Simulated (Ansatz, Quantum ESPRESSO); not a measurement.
# SrO (Fm-3m): phonons by linear response, part 2 of 2

Aim: the phonon dispersion of SrO (Fm-3m), checked by a second program.

Quantum ESPRESSO 7.5; DFT LDA, scalar-relativistic, plane waves, GBRV ultrasoft pseudopotentials.

So far. Step 9 (Zone-centre analysis): The rule moves no optical mode by more than 0.3 cm⁻¹. Step 12 (The LO-TO splitting (1 0 0)): The field moves one mode, from 218 to 474 cm⁻¹; the others stay. The relaxed cell has a = 5.065 Å (conventional setting).

The database entry behind the starting cell differs from later determinations by our own check (about 0.5 % short), so it need not match the best structure at ambient conditions.

### Step 14. A changed mass (continued)

Matdyn.x, sum rule simple. The phonon branches at the labelled points (cm⁻¹):

```
    point  branch 1  branch 2  branch 3  branch 4  branch 5  branch 6
        Γ         0         0         0       166       166       360
  halfway        87        87       156       178       178       310
        X       120       120       181       181       194       225
  halfway       123       139       183       192       200       222
        U       126       172       184       189       213       237
jump to K       126       172       184       189       213       237
  halfway        95       106       163       188       191       327
        Γ         0         0         0       166       166       360
  halfway        83        83       148       185       185       344
        L       111       111       203       203       235       310
  halfway       123       144       199       202       212       279
        W       152       171       171       202       202       232
  halfway       138       139       189       190       208       218
        X       120       120       181       181       194       225
```

The top of the path falls from 474 to 360 cm⁻¹, a ratio of 0.76; a mode of that atom alone would give 0.71.

### Step 15. The same in Ansatz

The same cell goes through another code, with its own cutoff. It uses its own PAW datasets, so the potentials differ. Its k mesh is centred on Γ.

This step: DFT LDA, scalar-relativistic, plane waves, PAW (Ansatz 0.2.0).

Input file input.yaml:

```yaml
crystal:
  lattice:
    - [-2.5326438231, 0.0, 2.5326438231]
    - [0.0, 2.5326438231, 2.5326438231]
    - [-2.5326438231, 2.5326438231, 0.0]
  atoms:
    - { symbol: Sr, position: [0.5, 0.5, 0.5] }
    - { symbol: O, position: [0.0, 0.0, 0.0] }
kpoints:
  mp_grid: { grid: [8, 8, 8] }
hamiltonian:
  xc: lda
scf:
  occupations: { method: fixed }
output:
  eigenvalues: true
phonons:
  method: dfpt
  dielectric: true
  rigid_motions: translations
  qmesh: [4, 4, 4]
  temperatures: { t_max: 1000, t_step: 50 }
  qpath:
    path:
      - [[0.0, 0.0, 0.0], [0.0, 0.5, 0.5], [0.0, 0.625, 0.375]]
      - [[-0.375, 0.375, 0.0], [0.0, 0.0, 0.0], [0.0, 0.5, 0.0], [-0.25, 0.5, 0.25], [0.0, 0.5, 0.5]]
    npoints: 12
```

The run is started by

```bash
$ ansatz run input.yaml --threads 2 --pin off --max-ram 4096MiB --backend cpu --events-out ev --progress --plain --runs-dir out
```

Wall time 62 s (2 threads of AMD EPYC 9R14 (Zen 4), shared host); peak memory 0.83 GiB.

Read from the output:

```
gap on the k-mesh                                : 3.123 eV
sum-rule residual before enforcement             : 8.04e-5 eV/Å²
miss of the charge sum rule                      : 0.001928 e
estimated error of the dielectric tensor         : 0.009883
estimated error of the Born charges              : 0.01227 e
mean frequency                                   : 226.2 cm⁻¹
Debye temperature (second moment)                : 459 K
logarithmic mean frequency                       : 203.5 cm⁻¹
highest optical zone-centre mode (no LO-TO term) : 215.2 cm⁻¹
lowest optical zone-centre mode                  : 215.2 cm⁻¹
mean high-frequency dielectric constant          : 3.875
largest Born charge in size (third of the trace) : 2.472 e
mean static dielectric constant                  : 18.65
highest mode moved by the LO-TO term             : 472.1 cm⁻¹
```

Transverse modes. Infrared lines, with heights relative to the strongest:

```
position (cm⁻¹)  label  IR intensity ((D/Å)²/amu), degenerate modes summed, relative
            215    T1u                                                           100
```

### Step 16. Side by side: QE GBRV and Ansatz, PAW

Numbers from this step:

```
root-mean-square difference             : 1.39 cm⁻¹
largest difference                      : 2.37 cm⁻¹
root-mean-square difference on the path : 1.5 cm⁻¹
largest difference on the path          : 2.6 cm⁻¹
```

The 12 of 45 modes that differ most. Frequencies side by side:

```
q (reciprocal lattice)  mode  QE GBRV (cm⁻¹)  Ansatz, PAW (cm⁻¹)
                 0 0 0     4           217.6               215.2
                 0 0 0     5           217.6               215.2
                 0 0 0     6           217.6               215.2
              0 0 0.25     4             255               253.1
              0 0 0.25     5             255               253.1
           0 0.25 0.25     4           239.2               236.9
           0 0.25 0.25     5           239.2               236.9
           0 0.25 -0.5     4           266.3               264.4
          0 0.25 -0.25     4             269                 267
           0 -0.5 -0.5     4           244.4               242.1
           0 -0.5 -0.5     5           244.4               242.1
       0.25 -0.5 -0.25     4           284.9               283.1
```

The two runs side by side. Further quantities:

```
                                                                               quantity  QE GBRV  Ansatz, PAW
                                                                                mean ε∞    3.873        3.875
largest Born charge in size (e; the first before, the second after the charge sum rule)    2.476        2.472
```

The interpolated bands of the two lie on top of each other.

At the solved wavevectors the largest difference (acoustic modes at Γ apart) is 0.5 % of the highest mode.

### Step 17. Outcome

| Quantity | Value |
| --- | --- |
| space group after relaxation | Fm-3m |
| volume per atom | 16.2 Å³ |
| gap on the k-mesh | 3.13 eV |
| highest optical zone-centre mode (no LO-TO term) | 217.8 cm⁻¹ |
| highest mode moved by the LO-TO term | 473.7 cm⁻¹ |
| mean high-frequency dielectric constant | 3.87 |
| largest Born charge in size (third of the trace) | 2.48 e |
| mean static dielectric constant | 18.3 |
| q mesh | 4×4×4 |
| lowest mode on the q mesh (acoustic ones at the zone centre apart) | 84.7 cm⁻¹ |
| zero-point energy per atom | 42.3 meV |
| heat capacity at 300 K | 22.3 J/(mol atoms K) |
| vibrational entropy at 300 K | 26.8 J/(mol atoms K) |
| imaginary modes on the q mesh | none |
| largest difference from Ansatz, PAW | 2.37 cm⁻¹ |

**Reading.** SrO (Fm-3m) is dynamically stable on the 4×4×4 mesh; its spectrum reaches 474 cm⁻¹. At the LDA level the optical modes of SrO (Fm-3m) at the zone centre (no LO-TO term) lie at 218 cm⁻¹. Along the directions run, the highest mode that the macroscopic field moves lies at 474 cm⁻¹. Lattice motion raises the mean dielectric constant from 3.873 to 18.33. The Born charge of O is -2.476 e against a formal charge of -2, somewhat above it. The Lyddane-Sachs-Teller relation holds: (ωLO/ωTO)² is 4.73 and ε₀/ε∞ is 4.73. QE GBRV and Ansatz, PAW differ by 1.4 cm⁻¹ in the root mean square and by 2.4 cm⁻¹ at most, 0.5 % of the highest mode compared (acoustic modes at Γ left out; ph.x's values are those before the sum rule); the two use different potentials, and the cell was not relaxed for the second set. These are harmonic frequencies at zero temperature: anharmonic shifts and linewidths and thermal expansion are left out. The LDA runs differ in the fit of the correlation energy, Perdew-Zunger in some and Perdew-Wang in others.

[Host names and launcher messages were left out of these logs when they were recorded.]

[Logs are printed without paths, hosts, clocks, repeated set-up lines and the standing remarks that a program may print on its own settings, such as how far it seeks lower states.]

[Hosts, paths, dates, database ids (printed as entryN), source tags and the programs' standing remarks are cut or masked in the printed files.]
